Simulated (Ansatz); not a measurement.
# H on Ni(100): change of the work function, part 2 of 4

Wanted: Δφ(θ) for H/Ni(100), starting from the hollow site.

Ansatz 0.2.0; plane-wave DFT, PBE, Ansatz PAW.

So far, work function, upper face (eV): step 2 (the clean slab) 4.88.

### Step 3. Adsorbate added, k-mesh 4×4×1, coverage 0.111 ML

System of this step: Ni36H (H/Ni(100)). The cell holds 37 atoms: 36 Ni and 1 H. Cell: a = 7.467 Å, b = 7.467 Å, c = 23.836 Å, α = 90.0°, β = 90.0°, γ = 90.0°. Vacuum lies along c.

The clean slab as it ended is repeated in the plane and the adsorbate is set on one face; the cell's size fixes the coverage, and the k-mesh shrinks with it to keep the sampling density about even. Adsorbate and upper layers relax, since the dipole depends on the height.

File input.yaml:

```yaml
crystal:
  lattice:
    - [7.4670476094, 0.0, 0.0]
    - [0.0, 7.4670476094, 0.0]
    - [0.0, 0.0, 23.8356216066]
  atoms:
    - { symbol: Ni, position: [0.1666666667, 0.1666666667, 0.377586125], spin: 0.76 }
    - { symbol: Ni, position: [0.0, 0.0, 0.4514251895], spin: 0.69 }
    - { symbol: Ni, position: [0.1666666667, 0.1666666667, 0.526193492], spin: 0.7 }
    - { symbol: Ni, position: [0.0, 0.0, 0.5972414666], spin: 0.76 }
    - { symbol: Ni, position: [0.1666666667, 0.5, 0.377586125], spin: 0.76 }
    - { symbol: Ni, position: [0.0, 0.3333333333, 0.4514251895], spin: 0.69 }
    - { symbol: Ni, position: [0.1666666667, 0.5, 0.526193492], spin: 0.7 }
    - { symbol: Ni, position: [0.0, 0.3333333333, 0.5972414666], spin: 0.76 }
    - { symbol: Ni, position: [0.1666666667, 0.8333333333, 0.377586125], spin: 0.76 }
    - { symbol: Ni, position: [0.0, 0.6666666667, 0.4514251895], spin: 0.69 }
    - { symbol: Ni, position: [0.1666666667, 0.8333333333, 0.526193492], spin: 0.7 }
    - { symbol: Ni, position: [0.0, 0.6666666667, 0.5972414666], spin: 0.76 }
    - { symbol: Ni, position: [0.5, 0.1666666667, 0.377586125], spin: 0.76 }
    - { symbol: Ni, position: [0.3333333333, 0.0, 0.4514251895], spin: 0.69 }
    - { symbol: Ni, position: [0.5, 0.1666666667, 0.526193492], spin: 0.7 }
    - { symbol: Ni, position: [0.3333333333, 0.0, 0.5972414666], spin: 0.76 }
    - { symbol: Ni, position: [0.5, 0.5, 0.377586125], spin: 0.76 }
    - { symbol: Ni, position: [0.3333333333, 0.3333333333, 0.4514251895], spin: 0.69 }
    - { symbol: Ni, position: [0.5, 0.5, 0.526193492], spin: 0.7 }
    - { symbol: Ni, position: [0.3333333333, 0.3333333333, 0.5972414666], spin: 0.76 }
    - { symbol: Ni, position: [0.5, 0.8333333333, 0.377586125], spin: 0.76 }
    - { symbol: Ni, position: [0.3333333333, 0.6666666667, 0.4514251895], spin: 0.69 }
    - { symbol: Ni, position: [0.5, 0.8333333333, 0.526193492], spin: 0.7 }
    - { symbol: Ni, position: [0.3333333333, 0.6666666667, 0.5972414666], spin: 0.76 }
    - { symbol: Ni, position: [0.8333333333, 0.1666666667, 0.377586125], spin: 0.76 }
    - { symbol: Ni, position: [0.6666666667, 0.0, 0.4514251895], spin: 0.69 }
    - { symbol: Ni, position: [0.8333333333, 0.1666666667, 0.526193492], spin: 0.7 }
    - { symbol: Ni, position: [0.6666666667, 0.0, 0.5972414666], spin: 0.76 }
    - { symbol: Ni, position: [0.8333333333, 0.5, 0.377586125], spin: 0.76 }
    - { symbol: Ni, position: [0.6666666667, 0.3333333333, 0.4514251895], spin: 0.69 }
    - { symbol: Ni, position: [0.8333333333, 0.5, 0.526193492], spin: 0.7 }
    - { symbol: Ni, position: [0.6666666667, 0.3333333333, 0.5972414666], spin: 0.76 }
    - { symbol: Ni, position: [0.8333333333, 0.8333333333, 0.377586125], spin: 0.76 }
    - { symbol: Ni, position: [0.6666666667, 0.6666666667, 0.4514251895], spin: 0.69 }
    - { symbol: Ni, position: [0.8333333333, 0.8333333333, 0.526193492], spin: 0.7 }
    - { symbol: Ni, position: [0.6666666667, 0.6666666667, 0.5972414666], spin: 0.76 }
    - { symbol: H, position: [0.1666666667, 0.1666666667, 0.622413875] }
magnetization:
  spin_polarized: true
kpoints:
  mp_grid: { grid: [4, 4, 1] }
hamiltonian:
  xc: pbe
scf:
  occupations: { method: fermi_dirac, width: 0.1 }
  convergence: { dr2_threshold: 1.0e-08 }
efield:
  axis: 3
  dipole_correction: true
  ramp_position: 0.97
  ramp_width: 0.06
relax:
  f_tol: 0.02
  max_steps: 60
  constraints:
    - { sites: [0, 1, 4, 5, 8, 9, 12, 13, 16, 17, 20, 21, 24, 25, 28, 29, 32, 33] }
output:
  write_potential: true
  write_density: true
  volumetric_format: npy
```

Started as:

```sh
$ ansatz run input.yaml --threads 4 --pin off --max-ram 16384MiB --backend cpu --events-out ev --progress --plain --runs-dir out
```

Output:

```text
[...]
Crystal: 37 atoms, lattice volume = 1328.998 Å³
Basis set: ecut = 420 eV, 25983 PW (Γ), exchange–correlation on 100×100×320 points (8 copies of the dense FFT grid, shifted against one another)
Bands: 406, of which v1, the nominal top of the filled ones, is band 325 counted from 1 (324 counted from 0)
Symmetry: 8 space group operations
k-points: 6 of 16
[...]
Starting moments: Σ|m| = 26.19 μB on 36 of 37 sites
[...]
SCF iter   1: F=—  HF=-210195.720833 eV  |F-HF|=—  |Δ(HF+E_count)|=         —  Δρ=2.33e-2 (↑1.35e-2 ↓2.33e-2)  dr2=3.30e1  dr2_m=2.11e0  M=27.610 μB ∫|m|=28.841 μB  β_m=1.00  ethr=3.10e-3  p=-0.000 e·Å  D=-7.59e-7 V/Å  ΔV_dip=0.00 eV  dr2_dipole=1.20e-2  V_vac-E_F(+/−)=7.11/7.11 eV  ⟨swp⟩=8.9  Hψ=23604  notcnv=0  defer=368
[...]
SCF iter  18: F=-210231.612301 eV  HF=-210231.612301 eV  |F-HF|=6.23e-9  |Δ(HF+E_count)|=   7.74e-9  Δρ=4.96e-7 (↑1.66e-7 ↓4.96e-7)  dr2=6.19e-9  dr2_m=6.38e-10  M=24.153 μB ∫|m|=27.464 μB  ethr=1.00e-12  p=-0.006 e·Å  D=-7.67e-4 V/Å  ΔV_dip=0.02 eV  dr2_dipole=1.72e-10  V_vac-E_F(+/−)=4.91/4.89 eV  ⟨swp⟩=6.2  Hψ=30153  notcnv=0
SCF 1 converged in 18 iterations: F = -210231.612301 eV  dr2 = 6.19e-9
[...]
relax step   1: F+E_penalty+E_count = -210231.61230105 eV  Δ(F+E_penalty+E_count) = +0.000e0 eV  max|allowed force component| = 3.495e-1 eV/Å  Δτ_max = 0.0000 Å  (18 SCF iters, accepted)
[...]
SCF iter  11: F=-210231.621146 eV  HF=-210231.621146 eV  |F-HF|=3.96e-9  |Δ(HF+E_count)|=   1.67e-8  Δρ=6.47e-7 (↑2.89e-7 ↓6.47e-7)  dr2=8.10e-9  dr2_m=9.16e-10  M=24.150 μB ∫|m|=27.461 μB  ethr=1.00e-12  p=-0.005 e·Å  D=-7.31e-4 V/Å  ΔV_dip=0.02 eV  dr2_dipole=6.29e-12  V_vac-E_F(+/−)=4.90/4.89 eV  ⟨swp⟩=6.2  Hψ=31338  notcnv=0
SCF 2 converged in 11 iterations: F = -210231.621146 eV  dr2 = 8.10e-9
relax step   2: F+E_penalty+E_count = -210231.62114568 eV  Δ(F+E_penalty+E_count) = -8.845e-3 eV  max|allowed force component| = 2.508e-1 eV/Å  Δτ_max = 0.0091 Å  (11 SCF iters, accepted)
SCF iter   1: F=—  HF=-210231.632817 eV  |F-HF|=—  |Δ(HF+E_count)|=         —  Δρ=5.87e-4 (↑4.58e-4 ↓5.87e-4)  dr2=9.97e-3  dr2_m=1.01e-3  M=24.143 μB ∫|m|=27.453 μB  β_m=1.00  ethr=1.55e-5  p=-0.005 e·Å  D=-7.31e-4 V/Å  ΔV_dip=0.02 eV  dr2_dipole=2.90e-4  V_vac-E_F(+/−)=4.91/4.89 eV  ⟨swp⟩=4.8  Hψ=12784  notcnv=0  defer=522
[...]
SCF iter  13: F=-210231.629443 eV  HF=-210231.629443 eV  |F-HF|=2.33e-10  |Δ(HF+E_count)|=   1.86e-9  Δρ=4.60e-7 (↑8.74e-8 ↓4.60e-7)  dr2=8.64e-9  dr2_m=5.28e-10  M=24.147 μB ∫|m|=27.456 μB  ethr=1.00e-12  p=-0.005 e·Å  D=-7.15e-4 V/Å  ΔV_dip=0.02 eV  dr2_dipole=1.75e-9  V_vac-E_F(+/−)=4.90/4.89 eV  ⟨swp⟩=6.2  Hψ=29560  notcnv=0
SCF 3 converged in 13 iterations: F = -210231.629443 eV  dr2 = 8.64e-9
[...]
relax step   3: F+E_penalty+E_count = -210231.62944254 eV  Δ(F+E_penalty+E_count) = -8.297e-3 eV  max|allowed force component| = 1.904e-2 eV/Å  Δτ_max = 0.0253 Å  (13 SCF iters, accepted)
NSCF: frozen V_eff on 6 k-points
the search or the solves at the SCF's close seem to have found levels that the self-consistency loop had missed (the run counts 16). By its estimate they hold under 1e-12 electrons; where the run keeps them, the occupations were computed again with them
[...]
SCF converged after 13 iterations
Magnetization: 24.1474 μB (336.5737 up, 312.4263 down)
Absolute magnetization: 27.4813 μB (∫|ρ↑−ρ↓|, with the PAW one-centre terms)
[...]
Per-site moments (μB) at R_I (Å): [(0.764110, 1.026719), (0.690303, 1.023174), (0.698102, 0.959710), (0.615163, 0.759740), (0.759867, 1.026719), (0.690303, 1.023174), (0.707566, 1.007840), (0.615163, 0.759740), (0.759867, 1.026719), (0.700907, 1.026719), (0.707566, 1.007840), (0.749369, 1.006371), (0.759867, 1.026719), (0.690303, 1.023174), (0.707566, 1.007840), (0.615163, 0.759740), (0.759369, 1.026719), (0.690303,  [...]
Free energy (F): -210231.629443 eV
[...]
Internal energy: -210229.480640 eV  (E = F + TS)
E sigma→0 (E₀):  -210230.555041 eV
Entropy (-TS):   -2.148803 eV (-58.076 meV/atom)
Fermi energy:    1.981592 eV
Dipole field:    D = -0.000736 V/Å  (p = -0.005409 e·Å, saw-weighted, corrected)
Work function:   Φ+ = 4.9044 eV   Φ− = 4.8868 eV
[...]
--- Forces (eV/Å), atoms counted from 1 ---
  atom   1  Ni    -0.00000000     0.00000000     0.31905399
  atom   2  Ni    -0.02728295    -0.02728295    -0.33631453
  atom   3  Ni    -0.00000000     0.00000000    -0.00908264
  atom   4  Ni     0.00344550     0.00344550    -0.00146444
  atom   5  Ni     0.00000000     0.00456109     0.32285624
  atom   6  Ni    -0.02728295     0.02728295    -0.33631453
  atom   7  Ni     0.00000000     0.00128322     0.00104057
  atom   8  Ni     0.00344550    -0.00344550    -0.00146444
  atom   9  Ni     0.00000000    -0.00456109     0.32285624
  atom  10  Ni    -0.03415187     0.00000000    -0.33451340
  atom  11  Ni     0.00000000    -0.00128322     0.00104057
  atom  12  Ni    -0.00001833     0.00000000     0.00163276
  atom  13  Ni     0.00456109     0.00000000     0.32285624
  atom  14  Ni     0.02728295    -0.02728295    -0.33631453
  atom  15  Ni     0.00128322     0.00000000     0.00104057
  atom  16  Ni    -0.00344550     0.00344550    -0.00146444
  atom  17  Ni     0.00196752     0.00196752     0.33461693
  atom  18  Ni     0.02728295     0.02728295    -0.33631453
  atom  19  Ni     0.00018380     0.00018380     0.00373306
  atom  20  Ni    -0.00344550    -0.00344550    -0.00146444
  atom  21  Ni     0.00196752    -0.00196752     0.33461693
  atom  22  Ni     0.03415187     0.00000000    -0.33451340
  atom  23  Ni     0.00018380    -0.00018380     0.00373306
  atom  24  Ni     0.00001833     0.00000000     0.00163276
  atom  25  Ni    -0.00456109     0.00000000     0.32285624
  atom  26  Ni     0.00000000    -0.03415187    -0.33451340
  atom  27  Ni    -0.00128322     0.00000000     0.00104057
  atom  28  Ni     0.00000000    -0.00001833     0.00163276
  atom  29  Ni    -0.00196752     0.00196752     0.33461693
  atom  30  Ni     0.00000000     0.03415187    -0.33451340
  atom  31  Ni    -0.00018380     0.00018380     0.00373306
  atom  32  Ni     0.00000000     0.00001833     0.00163276
  atom  33  Ni    -0.00196752    -0.00196752     0.33461693
  atom  34  Ni    -0.00000000     0.00000000    -0.29266571
  atom  35  Ni    -0.00018380    -0.00018380     0.00373306
  atom  36  Ni    -0.00000000     0.00000000    -0.00262034
  atom  37  H     -0.00000000     0.00000000     0.01903541
  max |Σ_I F_I| component: 6.95e-5 eV/Å
--- Band table (eV; the first three rows and the last of 12) ---
  k-point 0 ↑: bands = [... 321 lower, 1.2988, 1.3013, 1.3201, 1.4004, 1.4043, 1.4043, 1.4088, 1.4105, ... 77 higher]
  k-point 1 ↑: bands = [... 321 lower, 1.3182, 1.3647, 1.3741, 1.3797, 1.3881, 1.3894, 1.3930, 1.4083, ... 77 higher]
  k-point 2 ↑: bands = [... 321 lower, 1.3496, 1.3643, 1.3659, 1.3730, 1.3733, 1.3813, 1.3817, 1.4566, ... 77 higher]
  k-point 5 ↓: bands = [... 321 lower, 2.1693, 2.1693, 2.1759, 2.2774, 2.2774, 2.2910, 2.2918, 2.3464, ... 77 higher]
--- Relaxed structure (3 steps of the walk, 3 accepted, 0 SCFs on fresh bases) ---
  F+E_penalty+E_count = -210231.62944254 eV   max|allowed force component| = 1.904e-2 eV/Å
  atoms:
    - { symbol: Ni, position: [0.166667, 0.166667, 0.377586] }
    - { symbol: Ni, position: [1.666666e-11, 1.666666e-11, 0.451425] }
    - { symbol: Ni, position: [0.166667, 0.166667, 0.524753] }
    - { symbol: Ni, position: [0.00112631, 0.00112631, 0.598032] }
    - { symbol: Ni, position: [0.166667, 0.500000, 0.377586] }
    - { symbol: Ni, position: [1.666666e-11, 0.333333, 0.451425] }
    - { symbol: Ni, position: [0.166667, 0.500662, 0.525949] }
    - { symbol: Ni, position: [0.00112631, 0.332207, 0.598032] }
    - { symbol: Ni, position: [0.166667, 0.833333, 0.377586] }
    - { symbol: Ni, position: [1.666666e-11, 0.666667, 0.451425] }
    - { symbol: Ni, position: [0.166667, 0.832671, 0.525949] }
    - { symbol: Ni, position: [0.000235762, 0.666667, 0.597252] }
    - { symbol: Ni, position: [0.500000, 0.166667, 0.377586] }
    - { symbol: Ni, position: [0.333333, 1.666666e-11, 0.451425] }
    - { symbol: Ni, position: [0.500662, 0.166667, 0.525949] }
    - { symbol: Ni, position: [0.332207, 0.00112631, 0.598032] }
    - { symbol: Ni, position: [0.500000, 0.500000, 0.377586] }
    - { symbol: Ni, position: [0.333333, 0.333333, 0.451425] }
    - { symbol: Ni, position: [0.499407, 0.499407, 0.526425] }
    - { symbol: Ni, position: [0.332207, 0.332207, 0.598032] }
    - { symbol: Ni, position: [0.500000, 0.833333, 0.377586] }
    - { symbol: Ni, position: [0.333333, 0.666667, 0.451425] }
    - { symbol: Ni, position: [0.499407, 0.833926, 0.526425] }
    - { symbol: Ni, position: [0.333098, 0.666667, 0.597252] }
    - { symbol: Ni, position: [0.833333, 0.166667, 0.377586] }
    - { symbol: Ni, position: [0.666667, 1.666666e-11, 0.451425] }
    - { symbol: Ni, position: [0.832671, 0.166667, 0.525949] }
    - { symbol: Ni, position: [0.666667, 0.000235762, 0.597252] }
    - { symbol: Ni, position: [0.833333, 0.500000, 0.377586] }
    - { symbol: Ni, position: [0.666667, 0.333333, 0.451425] }
    - { symbol: Ni, position: [0.833926, 0.499407, 0.526425] }
    - { symbol: Ni, position: [0.666667, 0.333098, 0.597252] }
    - { symbol: Ni, position: [0.833333, 0.833333, 0.377586] }
    - { symbol: Ni, position: [0.666667, 0.666667, 0.451425] }
    - { symbol: Ni, position: [0.833926, 0.833926, 0.526425] }
    - { symbol: Ni, position: [0.666667, 0.666667, 0.597212] }
    - { symbol: H, position: [0.166667, 0.166667, 0.622362] }
```

Elapsed: 25 min, on 4 threads of Arm Neoverse V1, shared host; peak memory 11 GiB.

The steps of the relaxation:

```
step  energy less that of the first step (eV)  largest force component (eV/Å)
   1                                   0.0000                          0.3495
   2                                  -0.0088                          0.2508
   3                                  -0.0171                          0.0190
```

The run keeps the 8 symmetry operations that the program found, so distortions that break them were not tested.

The atoms that moved most (Å):

```csv
atom,dx,dy,dz,length
Ni3,0.000,0.000,-0.034,0.034
Ni20,-0.008,-0.008,0.019,0.022
Ni16,-0.008,0.008,0.019,0.022
Ni8,0.008,-0.008,0.019,0.022
Ni4,0.008,0.008,0.019,0.022
Ni35,0.004,0.004,0.006,0.008
Ni31,0.004,-0.004,0.006,0.008
Ni23,-0.004,0.004,0.006,0.008
```

The relaxed structure:

```xyz
37
Lattice="7.4670 0.0000 0.0000 0.0000 7.4670 0.0000 0.0000 0.0000 23.8356" Properties=species:S:1:pos:R:3
Ni    1.2445    1.2445    9.0000
Ni    0.0000    0.0000   10.7600
Ni    1.2445    1.2445   12.5078
Ni    0.0084    0.0084   14.2545
Ni    1.2445    3.7335    9.0000
Ni    0.0000    2.4890   10.7600
Ni    1.2445    3.7385   12.5363
Ni    0.0084    2.4806   14.2545
Ni    1.2445    6.2225    9.0000
Ni    0.0000    4.9780   10.7600
Ni    1.2445    6.2176   12.5363
Ni    0.0018    4.9780   14.2359
Ni    3.7335    1.2445    9.0000
Ni    2.4890    0.0000   10.7600
Ni    3.7385    1.2445   12.5363
Ni    2.4806    0.0084   14.2545
Ni    3.7335    3.7335    9.0000
Ni    2.4890    2.4890   10.7600
Ni    3.7291    3.7291   12.5477
Ni    2.4806    2.4806   14.2545
Ni    3.7335    6.2225    9.0000
Ni    2.4890    4.9780   10.7600
Ni    3.7291    6.2270   12.5477
Ni    2.4873    4.9780   14.2359
Ni    6.2225    1.2445    9.0000
Ni    4.9780    0.0000   10.7600
Ni    6.2176    1.2445   12.5363
Ni    4.9780    0.0018   14.2359
Ni    6.2225    3.7335    9.0000
Ni    4.9780    2.4890   10.7600
Ni    6.2270    3.7291   12.5477
Ni    4.9780    2.4873   14.2359
Ni    6.2225    6.2225    9.0000
Ni    4.9780    4.9780   10.7600
Ni    6.2270    6.2270   12.5477
Ni    4.9780    4.9780   14.2349
H     1.2445    1.2445   14.8344
```

This step gave:

| Item | Value |
| --- | --- |
| energy at zero smearing | -210230.5550 eV |
| total moment | 24.15 μB |
| work function, upper face | 4.904 eV |
| dipole along the normal | -0.005409 e·Å |

Running mean over 1.76 Å of the planar mean; the ramp of the sawtooth is left out. Electron's electrostatic potential energy less the Fermi level against z:

```csv
z (Å),electron's electrostatic potential energy less the Fermi level (eV)
3.0,4.89
3.5,4.89
4.0,4.89
4.5,4.89
5.0,4.88
5.5,4.88
6.0,4.85
6.5,4.75
7.0,4.39
7.5,2.92
8.0,-1.71
8.5,-7.40
9.0,-9.86
9.5,-10.2
10.0,-10.3
10.5,-10.3
11.0,-10.3
11.5,-10.2
12.0,-10.2
12.5,-10.4
13.0,-10.8
13.5,-10.9
14.0,-10.5
14.5,-9.29
15.0,-4.86
15.5,0.967
16.0,3.92
16.5,4.64
17.0,4.83
17.5,4.88
18.0,4.90
18.5,4.90
19.0,4.90
19.5,4.90
20.0,4.90
20.5,4.90
```

Site moment by element, in μB:

| element | atoms | mean | spread (r.m.s.) | least | largest |
| --- | --- | --- | --- | --- | --- |
| Ni | 36 | 0.708 | 0.046 | 0.615 | 0.764 |
| H | 1 | -0.011 | 0.000 | -0.011 | -0.011 |

The atoms farthest from the mean of their element:

```csv
atom,"x, y, z (Å)",site moment (μB)
Ni16,"2.48, 0.01, 14.25",0.615
Ni8,"0.01, 2.48, 14.25",0.615
Ni20,"2.48, 2.48, 14.25",0.615
Ni4,"0.01, 0.01, 14.25",0.615
Ni1,"1.24, 1.24, 9.00",0.764
Ni5,"1.24, 3.73, 9.00",0.760
Ni25,"6.22, 1.24, 9.00",0.760
Ni13,"3.73, 1.24, 9.00",0.760
```

The relaxation took 3 steps and lowered the energy by 0.017 eV; the largest force on the free atoms ends at 0.019 eV/Å.

The covered face has 4.90 eV, +0.02 eV against the clean one; the bare back face has moved by +0.00 eV, a measure of how thin the slab is.

[end of part 2 of 4]

[Long decimals in the printed logs are rounded to 6 places.]

[Logs are printed without paths, hosts, clocks, repeated set-up lines and the standing remarks that a program may print on its own settings, such as how far it seeks lower states.]

[Hosts, paths, dates, database ids (printed as entryN), source tags and the programs' standing remarks are cut or masked in the printed files.]

[Maps of the electrostatic potential energy from Ansatz leave out the sawtooth potential of an applied field or a dipole correction, so their vacuum need not be flat; planar profiles and work functions include it.]
